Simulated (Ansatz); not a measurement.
# Sensitivity of the G0W0 gap of MgH2 (P4_2/mnm)

Aim: change settings of a G0W0 run on MgH2 (P4_2/mnm) and see what moves.

Method: G0W0 on PBE, plane waves, PAW; PAW set soft_1, in Ansatz 0.2.0.

**1. The starting structure**

Symmetry: P4_2/mnm, No. 136, tetragonal system. The conventional cell has a = 4.517 Å, b = 4.517 Å, c = 3.021 Å, α = 90.00°, β = 90.00°, γ = 90.00°. Nearest to Mg lie 6 H at 1.95 Å. H has 3 Mg at 1.95 Å nearest. Farther neighbours are not listed.

As a file:

```cif
data_structure
_symmetry_space_group_name_H-M 'P4_2/mnm'
_symmetry_Int_Tables_number 136
_cell_length_a 4.5168
_cell_length_b 4.5168
_cell_length_c 3.0205
_cell_angle_alpha 90.000
_cell_angle_beta 90.000
_cell_angle_gamma 90.000
_cell_volume 61.62
loop_
_atom_site_label
_atom_site_type_symbol
_atom_site_symmetry_multiplicity
_atom_site_Wyckoff_symbol
_atom_site_fract_x
_atom_site_fract_y
_atom_site_fract_z
_atom_site_occupancy
Mg1 Mg 2 a 0.00000 0.00000 0.00000 1
H1 H 4 f 0.30600 0.30600 0.00000 1
```

The cell and positions come from the Crystallography Open Database and are kept as given unless a step says otherwise.

**2. The base run: 4×4×4 mesh, 139 empty bands, screening to 100 eV, PAW set soft_1 files**

G0W0 replaces the xc potential by the self-energy, built once from these orbitals. Only a window of levels is corrected, while the sums run over the empty bands that the input names. This step takes PAW set soft_1 files.

The input, input.yaml:

```yaml
crystal:
  lattice:
    - [4.5168, 0.0, 0.0]
    - [0.0, 4.5168, 0.0]
    - [0.0, 0.0, 3.0205]
  atoms:
    - { symbol: Mg, position: [0.0, 0.0, 0.0] }
    - { symbol: Mg, position: [0.5, 0.5, 0.5] }
    - { symbol: H, position: [0.306, 0.306, 0.0] }
    - { symbol: H, position: [0.194, 0.806, 0.5] }
    - { symbol: H, position: [0.694, 0.694, 0.0] }
    - { symbol: H, position: [0.806, 0.194, 0.5] }
kpoints:
  mp_grid: { grid: [4, 4, 4] }
hamiltonian:
  xc: pbe
  pseudopotentials: { kind: paw, azcp: { folder: soft_1 } }
scf:
  occupations: { method: fixed }
gw:
  n_empty_bands: 139
  ecut_chi: 100
  qp_bands: [v2, c2]
  qp_kpoints: band_edges
  screening: { model: contour_deformation }
```

Run with:

```
$ ansatz run input.yaml --threads 2 --pin off --max-ram 92160MiB --backend cuda --events-out ev --progress --plain --runs-dir out --devices 1 --max-vram 13GiB
```

Numbers of over 12 decimals in the logs are rounded to 6 here.

Output:

```text
GPUs: using 1 of 1 available (devices: 1).
Engine: ansatz 0.2.0, x86_64-unknown-linux-gnu
Pseudopotentials: kind: paw
Pseudopotential: Mg, paw, valence charge 10, recommended cutoff 420 eV (normal), soft_1/Mg.paw.azcp
Pseudopotential: H, paw, valence charge 1, recommended cutoff 420 eV (normal), soft_1/H.paw.azcp
Functional definition: PBE
  parameter kappa = 0.804
  parameter beta = 0.066725
  exchange = pbe_x(kappa = kappa, mu = beta*pi^2/3)
  correlation = pbe_c(beta = beta)
device memory: the entry about to start is reckoned to put 0.6 GiB on a device that reports 32.3 GiB free (of which the cap on the GPU budget leaves the run 13.0 GiB)
GPU FFT provider: cuFFT
GPU libraries: cuBLAS 13.8.2, cuFFT 12.4.0, cuSOLVER 12.3.4
Crystal: 6 atoms, lattice volume = 61.623 Å³
Basis set: ecut = 420 eV, 1195 PW (Γ)
Bands: 18, of which v1, the nominal top of the filled ones, is band 12 counted from 1 (11 counted from 0)
Symmetry: 16 space group operations
Space group: P42/mnm (ITA 136), of the structure as read, at distance tolerance 3.9e-5 Å
k-points: 18 of 64
Non-local potential: Mg, projectors of the file, l = 0: 3, l = 1: 2, l = 2: 1
Non-local potential: H, projectors of the file, l = 0: 2, l = 1: 1
PAW form: soft (Blöchl's): semilocal exchange-correlation on the pseudo side does not see the compensation charge
PAW one-centre angular grid: Mg, 110 points (default); XC on 64 Gauss nodes
PAW one-centre angular grid: H, 110 points (default); XC on 64 Gauss nodes
Initial density: superposition of atomic densities (chi_scale 0.1, normalization cell, long waves kept (reshape's long-wave potential 0.00 eV rms))
Initial wavefunctions: pseudopotential atomic-orbital guess
GPU buffer pool allocated for 24576 grid points (all kernels)
GPU transforms: local potential and band sums: pruned to the plane-wave sphere, on 32×32×24
Functional: x = pbe(κ = 0.804, μ = 0.219515), c = pbe(β = 0.066725)
SCF iter   1: F=—  HF=-3913.214379 eV  |F-HF|=—  |Δ(HF+E_count)|=         —  Δρ=7.79e-2  dr2=3.29e0  ethr=3.10e-3  ⟨swp⟩=4.7  Hψ=1430  notcnv=0  defer=46
preconditioner: auto → none  [insulator: Δε(μ)=4.772 eV  Ē_g=10.553 eV  n_scr=10 (ndim 8)  ℏωp=13.4 eV  f_vac=0.000  ε∞_Penn≈2.6]
SCF iter   2: F=—  HF=-3912.268670 eV  |F-HF|=—  |Δ(HF+E_count)|=   9.46e-1  Δρ=2.51e-2  dr2=3.70e-1  ethr=3.10e-3  ⟨swp⟩=2.0  Hψ=590  notcnv=0  defer=56
SCF iter   3: F=—  HF=-3912.181049 eV  |F-HF|=—  |Δ(HF+E_count)|=   8.76e-2  Δρ=2.46e-3  dr2=1.40e-3  ethr=1.54e-3  ⟨swp⟩=2.0  Hψ=398  notcnv=0  defer=70
SCF iter   4: F=—  HF=-3912.183444 eV  |F-HF|=—  |Δ(HF+E_count)|=   2.40e-3  Δρ=3.67e-4  dr2=3.64e-5  ethr=5.85e-6  ⟨swp⟩=2.1  Hψ=398  notcnv=0  defer=72
[...]
E_xc         = -89.823448
  E_vxc        = -115.918097  (∫ρ·V_xc dr)
  E_paw        = -604.553426  (= ΣΔE_a)
  E_vpaw       = -90.314241  (= ΣTr[D̂ρ^β])
  E_aug_tail   = -0.005116  (compensation charges beyond the density's cutoff)
  E_ewald      = -1419.135044
  E_smearing   = -0.000000  (= −TS)
  E_closure    = -0.000000  (closes the sum)
  Σ components = -3912.183520   (vs F -3912.183520, Δ=0.00e0)
--- Band table (eV; the first three rows and the last of 18) ---
  k-point 0: bands = [... 8 lower, -4.6509, 0.3370, 0.3370, 1.2698, 6.5045, 6.8515, 10.8805, 10.8805, ... 2 higher]
  k-point 1: bands = [... 8 lower, -3.7296, 0.9089, 0.9089, 1.0535, 6.8958, 7.5295, 9.3479, 10.7221, ... 2 higher]
  k-point 2: bands = [... 8 lower, -1.2478, -1.2478, 1.6895, 1.6895, 8.0068, 8.0068, 8.5618, 8.5618, ... 2 higher]
  k-point 17: bands = [... 8 lower, -0.1318, -0.1318, 0.8360, 0.8360, 5.6151, 5.6151, 5.9435, 5.9435, ... 2 higher]
--- G₀W₀: contour deformation, 6 samples at zero and on the imaginary axis and 1 off it, 64 q-points, 139 empty bands' worth ---
  eigenvalues of the whole cell's RPA ε∞ on this k-mesh (on a slab, of 1 + 4πα/V) = 3.6496, 3.6551, 3.6551; static W/v taken at q = 0 is 0.273790
  bands read: the sum over 151 bands ends inside a degenerate multiplet in 11 slots, whose members it reads at an even weight; the widest, k=2: bands 151 to 152 (counted from 1) at 1/2 each
  gw.qp_kpoints: band_edges: 12 of 18 stored k-points solved, in 1 pass; an edge of the gap read off the rows below is read off those points alone
    valence top: of the k-points left out ik 1 came nearest to being solved in a further pass, in band 12 (counted from 1, as in the quasiparticle table): it holds the edge there only if its correction is more favourable than any solved in that band by at least 0.592 eV; those differ by 0.152 eV
    conduction bottom: of the k-points left out ik 1 came nearest to being solved in a further pass, in band 13 (counted from 1, as in the quasiparticle table): it holds the edge there only if its correction is more favourable than any solved in that band by at least 1.024 eV; those differ by 0.387 eV
    ik  band        ε_KS         Σx   Σc(E_QP)       V_xc       Z   E_QP_lin       E_QP  E_QP is
     0    11      0.3370   -15.4032     2.7332   -11.2530  0.7528    -1.1184    -1.0799  root
     0    12      1.2698   -15.0576     2.2097   -11.6033  0.7651     0.0014     0.0252  root
     0    13      6.5045    -2.9099    -3.5308    -6.8207  0.8187     6.8860     6.8844  root
     0    14      6.8515    -5.9855    -3.6054   -10.2560  0.8022     7.5215     7.5166  root
     2    11      1.6895   -15.4255     2.3306   -11.7602  0.7661     0.3282     0.3548  root
     2    12      1.6895   -15.4255     2.3306   -11.7602  0.7661     0.3282     0.3548  root
     2    13      8.0068    -5.6087    -4.0777   -10.4537  0.7955     8.7824     8.7740  root
     2    14      8.0068    -5.6087    -4.0777   -10.4537  0.7955     8.7824     8.7740  root
[...]
17    11      0.8360   -15.0747     2.5608   -11.1172  0.7591    -0.5943    -0.5606  root
    17    12      0.8360   -15.0747     2.5608   -11.1172  0.7591    -0.5943    -0.5606  root
    17    13      5.6151    -5.2607    -3.6244    -9.5221  0.8108     6.2563     6.2520  root
    17    14      5.6151    -5.2607    -3.6244    -9.5221  0.8108     6.2563     6.2520  root
[key lines of the parts left out:]
SCF converged after 6 iterations
Free energy (F): -3912.183520 eV
Fermi energy:    1.709112 eV
```

Wall time 12 s (1 × NVIDIA H100 80GB HBM3 (shared by 6 runs) with 2 threads of AMD EPYC 7R13 (Zen 3), shared host); peak memory 1.1 GiB; 16 s of CPU time.

In the SCF lines HF is the Harris–Foulkes energy and dr2 the Hartree energy of the density residual, in eV; the loop may stop once dr2 is under the threshold and the program's other checks hold. Hψ counts applications of the Hamiltonian.

This step gave:

```
bands summed                                 : 151
RPA ε∞ on this mesh (eigenvalues)            : 3.650, 3.655, 3.655
plane waves in the screening matrix          : 145
q-points in the mesh                         : 64
G0W0 gap on the mesh                         : 5.851 eV
k of the valence top                         : 0, 0.25, 0
k of the conduction bottom                   : -0.5, -0.5, -0.5
starting gap on the mesh                     : 3.906 eV
Z at the valence top                         : 0.7676
Z at the conduction bottom                   : 0.8108
least direct G0W0 gap on the computed points : 6.651 eV
```

The gap on the mesh goes from 3.91 eV to 5.85 eV, a correction of +1.95 eV. Between the two edge states, bare exchange in place of the xc potential would open the gap by 7.82 eV, and correlation takes back 5.87 eV.

**3. Variant: all filled levels at the zone centre**

input.yaml, as its differences from that of step 2:

```diff
@@ -22,4 +22,4 @@
   ecut_chi: 100
-  qp_bands: [v2, c2]
-  qp_kpoints: band_edges
+  qp_bands: [lowest, c2]
+  qp_kpoints: [[0, 0, 0]]
   screening: { model: contour_deformation }
```

Output:

```text
GPUs: using 1 of 1 available (devices: 1).
[...]
GPU FFT provider: cuFFT
GPU libraries: cuBLAS 13.8.2, cuFFT 12.4.0, cuSOLVER 12.3.4
Crystal: 6 atoms, lattice volume = 61.623 Å³
Basis set: ecut = 420 eV, 1195 PW (Γ)
Bands: 18, of which v1, the nominal top of the filled ones, is band 12 counted from 1 (11 counted from 0)
[... 1 set-up line as in the run before ...]
[...]
k-points: 18 of 64
[...]
GPU buffer pool allocated for 24576 grid points (all kernels)
[...]
SCF iter   1: F=—  HF=-3913.214379 eV  |F-HF|=—  |Δ(HF+E_count)|=         —  Δρ=7.79e-2  dr2=3.29e0  ethr=3.10e-3  ⟨swp⟩=4.7  Hψ=1430  notcnv=0  defer=46
[...]
SCF iter   6: F=-3912.183520 eV  HF=-3912.183520 eV  |F-HF|=2.00e-11  |Δ(HF+E_count)|=   2.84e-7  Δρ=1.63e-6  dr2=8.72e-10  ethr=4.17e-10  ⟨swp⟩=8.2  Hψ=1519  notcnv=0
SCF 1 converged in 6 iterations: F = -3912.183520 eV  dr2 = 8.72e-10
[...]
NSCF: frozen V_eff on 18 k-points, pencils in batches of 32, up to order 72
[...]
NSCF: frozen V_eff on 18 k-points
G₀W₀ screening: q 1/18
[... further progress lines ...]
SCF converged after 6 iterations
Free energy (F): -3912.183520 eV
[...]
Internal energy: -3912.183520 eV  (E = F + TS)
E sigma→0 (E₀):  -3912.183520 eV
Fermi energy:    1.709112 eV
[...]
--- Band table (eV; the first three rows and the last of 18) ---
  k-point 0: bands = [... 8 lower, -4.6509, 0.3370, 0.3370, 1.2698, 6.5045, 6.8515, 10.8805, 10.8805, ... 2 higher]
  k-point 1: bands = [... 8 lower, -3.7296, 0.9089, 0.9089, 1.0535, 6.8958, 7.5295, 9.3479, 10.7221, ... 2 higher]
  k-point 2: bands = [... 8 lower, -1.2478, -1.2478, 1.6895, 1.6895, 8.0068, 8.0068, 8.5618, 8.5618, ... 2 higher]
  k-point 17: bands = [... 8 lower, -0.1318, -0.1318, 0.8360, 0.8360, 5.6151, 5.6151, 5.9435, 5.9435, ... 2 higher]
[...]
`?` marks the rows in doubt; gw_qp.tsv's column doubts and the gw_qp event give each row's grounds
[...]
0     1    -71.8340   -61.1595    13.3136   -38.4124  0.7539   -83.7414   -81.2675  root ?
     0     2    -71.8331   -61.1596    13.3117   -38.4146  0.7539   -83.7403   -81.2664  root ?
     0     3    -38.6029   -52.7224     9.7864   -37.2159  0.7525   -45.4699   -44.3229  root ?
     0     4    -38.6029   -52.7224     9.7864   -37.2159  0.7525   -45.4699   -44.3229  root ?
     0     5    -38.5836   -52.7426     9.7972   -37.2349  0.7523   -45.4376   -44.2941  root ?
     0     6    -38.5836   -52.7426     9.7972   -37.2349  0.7523   -45.4376   -44.2941  root ?
     0     7    -38.5618   -52.7917     9.8065   -37.2724  0.7524   -45.4096   -44.2747  root ?
     0     8    -38.5594   -52.7994     9.8065   -37.2799  0.7524   -45.4073   -44.2723  root ?
     0     9     -4.6509   -16.1645     4.9368   -10.0116  0.6364    -5.9289    -5.8670  root
     0    10      0.3370   -15.4032     2.7332   -11.2530  0.7528    -1.1184    -1.0799  root
     0    11      0.3370   -15.4032     2.7332   -11.2530  0.7528    -1.1184    -1.0799  root
     0    12      1.2698   -15.0576     2.2097   -11.6033  0.7651     0.0014     0.0252  root
     0    13      6.5045    -2.9099    -3.5308    -6.8207  0.8187     6.8860     6.8844  root
     0    14      6.8515    -5.9855    -3.6054   -10.2560  0.8022     7.5215     7.5166  root
```

Elapsed: 11 s, on 1 × NVIDIA H100 80GB HBM3 (shared by 6 runs) with 2 threads; peak memory 1.1 GiB.

Absolute levels on the run's own zero. QP, by row:

| k index | band | KS (eV) | Sigma_x (eV) | Sigma_c (eV) | Vxc (eV) | Z | QP linearised (eV) | QP (eV) | source | doubts |
| --- | --- | --- | --- | --- | --- | --- | --- | --- | --- | --- |
| 0 | 1 | -71.83 | -61.16 | 13.31 | -38.41 | 0.7539 | -83.74 | -81.27 | root | energies_apart |
| 0 | 2 | -71.83 | -61.16 | 13.31 | -38.41 | 0.7539 | -83.74 | -81.27 | root | energies_apart |
| 0 | 3 | -38.6 | -52.72 | 9.786 | -37.22 | 0.7525 | -45.47 | -44.32 | root | energies_apart |
| 0 | 4 | -38.6 | -52.72 | 9.786 | -37.22 | 0.7525 | -45.47 | -44.32 | root | energies_apart |
| 0 | 5 | -38.58 | -52.74 | 9.797 | -37.23 | 0.7523 | -45.44 | -44.29 | root | energies_apart |
| 0 | 6 | -38.58 | -52.74 | 9.797 | -37.23 | 0.7523 | -45.44 | -44.29 | root | energies_apart |
| 0 | 7 | -38.56 | -52.79 | 9.806 | -37.27 | 0.7524 | -45.41 | -44.27 | root | energies_apart |
| 0 | 8 | -38.56 | -52.8 | 9.806 | -37.28 | 0.7524 | -45.41 | -44.27 | root | energies_apart |
| 0 | 9 | -4.651 | -16.16 | 4.937 | -10.01 | 0.6364 | -5.929 | -5.867 | root |  |
| 0 | 10 | 0.337 | -15.4 | 2.733 | -11.25 | 0.7528 | -1.118 | -1.08 | root |  |
| 0 | 11 | 0.337 | -15.4 | 2.733 | -11.25 | 0.7528 | -1.118 | -1.08 | root |  |
| 0 | 12 | 1.27 | -15.06 | 2.21 | -11.6 | 0.7651 | 0.0014 | 0.0252 | root |  |
| 0 | 13 | 6.505 | -2.91 | -3.531 | -6.821 | 0.8187 | 6.886 | 6.884 | root |  |
| 0 | 14 | 6.851 | -5.986 | -3.605 | -10.26 | 0.8022 | 7.521 | 7.517 | root |  |

Against the base:

| setting | base | variant |
| --- | --- | --- |
| levels asked | v2 to c2 | lowest to c2 |
| points asked | band edges | [[0, 0, 0]] |

**4. Variant: low screening cutoff**

input.yaml, as its differences from that of step 3:

```diff
@@ -20,6 +20,6 @@
 gw:
-  n_empty_bands: 139
-  ecut_chi: 100
-  qp_bands: [lowest, c2]
-  qp_kpoints: [[0, 0, 0]]
+  n_empty_bands: 183
+  ecut_chi: 40
+  qp_bands: [v2, c2]
+  qp_kpoints: band_edges
   screening: { model: contour_deformation }
```

Output:

```text
GPUs: using 1 of 1 available (devices: 1).
[...]
GPU FFT provider: cuFFT
GPU libraries: cuBLAS 13.8.2, cuFFT 12.4.0, cuSOLVER 12.3.4
Crystal: 6 atoms, lattice volume = 61.623 Å³
Basis set: ecut = 420 eV, 1195 PW (Γ)
Bands: 18, of which v1, the nominal top of the filled ones, is band 12 counted from 1 (11 counted from 0)
[... 1 set-up line as in the run before ...]
[...]
k-points: 18 of 64
[...]
GPU buffer pool allocated for 24576 grid points (all kernels)
[...]
SCF iter   1: F=—  HF=-3913.214379 eV  |F-HF|=—  |Δ(HF+E_count)|=         —  Δρ=7.79e-2  dr2=3.29e0  ethr=3.10e-3  ⟨swp⟩=4.7  Hψ=1430  notcnv=0  defer=46
[...]
SCF iter   6: F=-3912.183520 eV  HF=-3912.183520 eV  |F-HF|=2.00e-11  |Δ(HF+E_count)|=   2.84e-7  Δρ=1.63e-6  dr2=8.72e-10  ethr=4.17e-10  ⟨swp⟩=8.2  Hψ=1519  notcnv=0
SCF 1 converged in 6 iterations: F = -3912.183520 eV  dr2 = 8.72e-10
[...]
G₀W₀ screening: q 1/18
[... further progress lines ...]
SCF converged after 6 iterations
Free energy (F): -3912.183520 eV
[...]
Internal energy: -3912.183520 eV  (E = F + TS)
E sigma→0 (E₀):  -3912.183520 eV
Fermi energy:    1.709112 eV
[...]
--- Band table (eV; the first three rows and the last of 18) ---
  k-point 0: bands = [... 8 lower, -4.6509, 0.3370, 0.3370, 1.2698, 6.5045, 6.8515, 10.8805, 10.8805, ... 2 higher]
  k-point 1: bands = [... 8 lower, -3.7296, 0.9089, 0.9089, 1.0535, 6.8958, 7.5295, 9.3479, 10.7221, ... 2 higher]
  k-point 2: bands = [... 8 lower, -1.2478, -1.2478, 1.6895, 1.6895, 8.0068, 8.0068, 8.5618, 8.5618, ... 2 higher]
  k-point 17: bands = [... 8 lower, -0.1318, -0.1318, 0.8360, 0.8360, 5.6151, 5.6151, 5.9435, 5.9435, ... 2 higher]
[...]
0    11      0.3370   -15.4032     2.9336   -11.2530  0.7614    -0.9073    -0.8795  root
     0    12      1.2698   -15.0576     2.4699   -11.6033  0.7747     0.2709     0.2855  root
     0    13      6.5045    -2.9099    -3.5826    -6.8207  0.8169     6.8337     6.8326  root
     0    14      6.8515    -5.9855    -3.5024   -10.2560  0.8047     7.6263     7.6196  root
     2    11      1.6895   -15.4255     2.6076   -11.7602  0.7776     0.6155     0.6318  root
     2    12      1.6895   -15.4255     2.6076   -11.7602  0.7776     0.6155     0.6318  root
     2    13      8.0068    -5.6087    -4.0052   -10.4537  0.7963     8.8568     8.8465  root
     2    14      8.0068    -5.6087    -4.0052   -10.4537  0.7963     8.8568     8.8465  root
[...]
17    11      0.8360   -15.0747     2.7865   -11.1172  0.7687    -0.3581    -0.3349  root
    17    12      0.8360   -15.0747     2.7865   -11.1172  0.7687    -0.3581    -0.3349  root
    17    13      5.6151    -5.2607    -3.5981    -9.5221  0.8102     6.2831     6.2784  root
    17    14      5.6151    -5.2607    -3.5981    -9.5221  0.8102     6.2831     6.2784  root
```

Wall time 14 s (1 × NVIDIA H100 80GB HBM3 (shared by 6 runs) with 2 threads); peak memory 1.1 GiB.

Against the base:

| setting | base | variant |
| --- | --- | --- |
| empty bands | 139 | 183 |
| screening cutoff (eV) | 100 | 40 |

| quantity | variant | base |
| --- | --- | --- |
| starting gap on the mesh | 3.906 | 3.906 |
| G0W0 gap on the mesh | 5.604 | 5.851 |
| least direct G0W0 gap on the computed points | 6.403 | 6.651 |
| Z at the valence top | 0.779 | 0.768 |
| Z at the conduction bottom | 0.810 | 0.811 |

**5. Summary of results**

| Item | Value |
| --- | --- |
| base | 5.85 eV, 12 s |
| all filled levels at the zone centre | direct gap at the listed points 6.86 eV, 11 s |
| low screening cutoff | 5.60 eV, 14 s |

All filled levels at the zone centre: only the listed points were computed; the least direct gap there is 6.86 eV, with levels asked and points asked changed against the base. Low screening cutoff: the gap moves by −0.25 eV; such settings are too crude to quote. The variant differs from the base in empty bands and screening cutoff together, so the change can't be laid to one of them. All runs here use a coarse mesh and modest cutoffs; they test settings and are not final values. The 4×4×4 mesh is coarse for this cell (its supercell is 12 Å along the shortest edge). The RPA ε∞ on it, from the PBE start, is 3.65 and 3.66; such meshes misread the long-range screening, most where the gap is narrow.

[Paths, hosts, dates, memory and timing lines, banners, echoed tables and standing remarks are left out of the program output.]

[Logs are printed without paths, hosts, clocks, repeated set-up lines and the standing remarks that a program may print on its own settings, such as how far it seeks lower states.]

[Runs of the session that timed out or met a known fault of the program may be left out.]

[Cells called generated may have been cut or substituted from an entry of the Crystallography Open Database or the Materials Project.]

[Hosts, paths, dates, database ids (printed as entryN), source tags and the programs' standing remarks are cut or masked in the printed files.]
